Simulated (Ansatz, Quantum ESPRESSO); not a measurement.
# Lattice dynamics of KTaO3 (Pm-3m) in two programs, part 2 of 2

How does KTaO3 (Pm-3m) vibrate, and is this structure a minimum?

Quantum ESPRESSO 7.5; DFT LDA, scalar-relativistic, plane waves, PseudoDojo norm-conserving pseudopotentials.

So far. Step 9 (Zone-centre analysis): The rule moves no optical mode by more than 0.1 cm⁻¹. Step 11 (The LO-TO splitting (1 0 0)): The field moves 3 modes; the highest of them now lies at 819 cm⁻¹, where the highest that moved away lay at 556.

### Step 14. The two compared: QE PseudoDojo and Ansatz, PseudoDojo (continued)

The two runs side by side. Further quantities:

```csv
quantity,QE PseudoDojo,"Ansatz, PseudoDojo"
mean ε∞,5.438,5.371
"largest Born charge in size (e; the first before, the second after the charge sum rule)",8.72,8.66
```

The interpolated bands of the two lie on top of each other.

At the solved wavevectors the largest difference (acoustic modes at Γ apart) is 0.02 % of the highest mode.

### Step 15. A second program

The same cell goes through another code, with its own cutoff. It uses its own PAW datasets, so the potentials differ. Its k mesh is centred on Γ.

This step: DFT LDA, scalar-relativistic, plane waves, PAW (Ansatz 0.2.0).

Input file input.yaml:

```yaml
crystal:
  lattice:
    - [3.9385677481, 0.0, 0.0]
    - [0.0, 3.9385677481, 0.0]
    - [0.0, 0.0, 3.9385677481]
  atoms:
    - { symbol: K, position: [0.5, 0.5, 0.5] }
    - { symbol: Ta, position: [0.0, 0.0, 0.0] }
    - { symbol: O, position: [0.5, 0.0, 0.0] }
    - { symbol: O, position: [0.0, 0.5, 0.0] }
    - { symbol: O, position: [0.0, 0.0, 0.5] }
kpoints:
  mp_grid: { grid: [6, 6, 6] }
hamiltonian:
  xc: lda
scf:
  occupations: { method: fixed }
output:
  eigenvalues: true
phonons:
  method: dfpt
  dielectric: true
  rigid_motions: translations
  qmesh: [2, 2, 2]
  temperatures: { t_max: 1000, t_step: 50 }
  qpath:
    path:
      - [[0.0, 0.0, 0.0], [0.0, 0.5, 0.0], [0.5, 0.5, 0.0], [0.0, 0.0, 0.0], [0.5, 0.5, 0.5], [0.0, 0.5, 0.0]]
      - [[0.5, 0.5, 0.5], [0.5, 0.5, 0.0]]
    npoints: 12
```

On the command line:

```sh
ansatz run input.yaml --threads 8 --pin off --max-ram 16384MiB --backend cpu --events-out ev --progress --plain --runs-dir out
```

It took 74 s on 8 threads of Arm Neoverse N1, shared host; peak memory 0.81 GiB; 8.9 min of CPU time.

Read from the output:

```
gap on the k-mesh                                                  : 2.149 eV
sum-rule residual before enforcement                               : 1.91e-4 eV/Å²
miss of the charge sum rule                                        : 0.001079 e
estimated error of the dielectric tensor                           : 0.01674
estimated error of the Born charges                                : 0.04113 e
mean frequency                                                     : 320.2 cm⁻¹
Debye temperature (second moment)                                  : 712 K
highest optical zone-centre mode (no LO-TO term)                   : 568.1 cm⁻¹
lowest optical zone-centre mode                                    : 98.46 cm⁻¹
mean high-frequency dielectric constant                            : 5.431
largest Born charge in size (third of the trace)                   : 8.712 e
mean static dielectric constant                                    : 168.7
highest mode moved by the LO-TO term                               : 830.8 cm⁻¹
lowest mode on the q mesh (acoustic ones at the zone centre apart) : 66.45 cm⁻¹
```

Transverse modes. Lines of the infrared spectrum (strongest = 100):

```csv
position (cm⁻¹),label,"IR intensity ((D/Å)²/amu), degenerate modes summed, relative"
98,T1u,100
185,T1u,13
241,T2u,0.0
568,T1u,72
```

The log warns that the force constants on this k mesh are to be taken as unconverged.

### Step 16. Side by side: QE PseudoDojo and Ansatz, PAW

Worked out from the results:

```yaml
root_mean_square_difference: 8.41 cm⁻¹
largest_difference: 19.44 cm⁻¹
root_mean_square_difference_on_the_path: 7.8 cm⁻¹
largest_difference_on_the_path: 19.5 cm⁻¹
```

The 12 of 57 modes that differ most. Frequencies side by side:

```csv
q (reciprocal lattice),mode,QE PseudoDojo (cm⁻¹),"Ansatz, PAW (cm⁻¹)"
0 0 0,13,555.5,568.1
0 0 0,14,555.5,568.1
0 0 0,15,555.5,568.1
0 0 -0.5,13,531.1,546.1
0 0 -0.5,14,531.1,546.1
0 -0.5 -0.5,13,498.9,518.4
0 -0.5 -0.5,14,614,631.9
-0.5 -0.5 -0.5,1,137.6,124.4
-0.5 -0.5 -0.5,2,137.6,124.4
-0.5 -0.5 -0.5,3,137.6,124.4
-0.5 -0.5 -0.5,13,579.7,598.3
-0.5 -0.5 -0.5,14,579.7,598.3
```

The two runs side by side. Further quantities:

```csv
quantity,QE PseudoDojo,"Ansatz, PAW"
mean ε∞,5.438,5.431
"largest Born charge in size (e; the first before, the second after the charge sum rule)",8.72,8.712
```

At the solved wavevectors the largest difference (acoustic modes at Γ apart) is 2 % of the highest mode, but 4 % of the mode at 499 cm⁻¹ on which it sits.

### Step 17. Outcome

```
space group after relaxation                                       : Pm-3m
volume per atom                                                    : 12.2 Å³
gap on the k-mesh                                                  : 2.17 eV
highest optical zone-centre mode (no LO-TO term)                   : 555.5 cm⁻¹
lowest optical zone-centre mode                                    : 91.5 cm⁻¹
highest mode moved by the LO-TO term                               : 819.1 cm⁻¹
mean high-frequency dielectric constant                            : 5.44
largest Born charge in size (third of the trace)                   : 8.72 e
mean static dielectric constant                                    : 204.9
q mesh                                                             : 2×2×2
lowest mode on the q mesh (acoustic ones at the zone centre apart) : 64.6 cm⁻¹
zero-point energy per atom                                         : 59.4 meV
heat capacity at 300 K                                             : 20.1 J/(mol atoms K)
vibrational entropy at 300 K                                       : 21.8 J/(mol atoms K)
imaginary modes on the q mesh                                      : none
largest difference from Ansatz, PseudoDojo                         : 0.17 cm⁻¹
```

**Reading.** KTaO3 (Pm-3m) is dynamically stable on the 2×2×2 mesh; its spectrum reaches 951 cm⁻¹. At the LDA level the optical modes of KTaO3 (Pm-3m) at the zone centre (no LO-TO term) run from 92 to 555 cm⁻¹. Along the directions run, the highest mode that the macroscopic field moves lies at 819 cm⁻¹. Lattice motion raises the mean dielectric constant from 5.438 to 204.9. Of the 12 optical modes, 9 are infrared active alone and 3 are silent. QE PseudoDojo and Ansatz, PseudoDojo agree to 0.17 cm⁻¹ (0.02 % of the highest mode compared) on all solved modes but the acoustic ones at Γ, without the LO-TO term. QE PseudoDojo and Ansatz, PAW differ by 8.4 cm⁻¹ in the root mean square and by 19.4 cm⁻¹ at most, 2.0 % of the highest mode compared (acoustic modes at Γ left out; ph.x's values are those before the sum rule). These are harmonic frequencies at zero temperature: anharmonic shifts and linewidths and thermal expansion are left out. Spin-orbit coupling is left out, which can matter for the heavy elements here. Ansatz's log warns that force constants on this k mesh are to be taken as unconverged, an error that the frequencies of both programs share. The q mesh stands for a supercell only 7.9 Å across, so branches between the solved wavevectors are rough.

[Host names and launcher messages were left out of these logs when they were recorded.]

[Logs are printed without paths, hosts, clocks, repeated set-up lines and the standing remarks that a program may print on its own settings, such as how far it seeks lower states.]

[Hosts, paths, dates, database ids (printed as entryN), source tags and the programs' standing remarks are cut or masked in the printed files.]
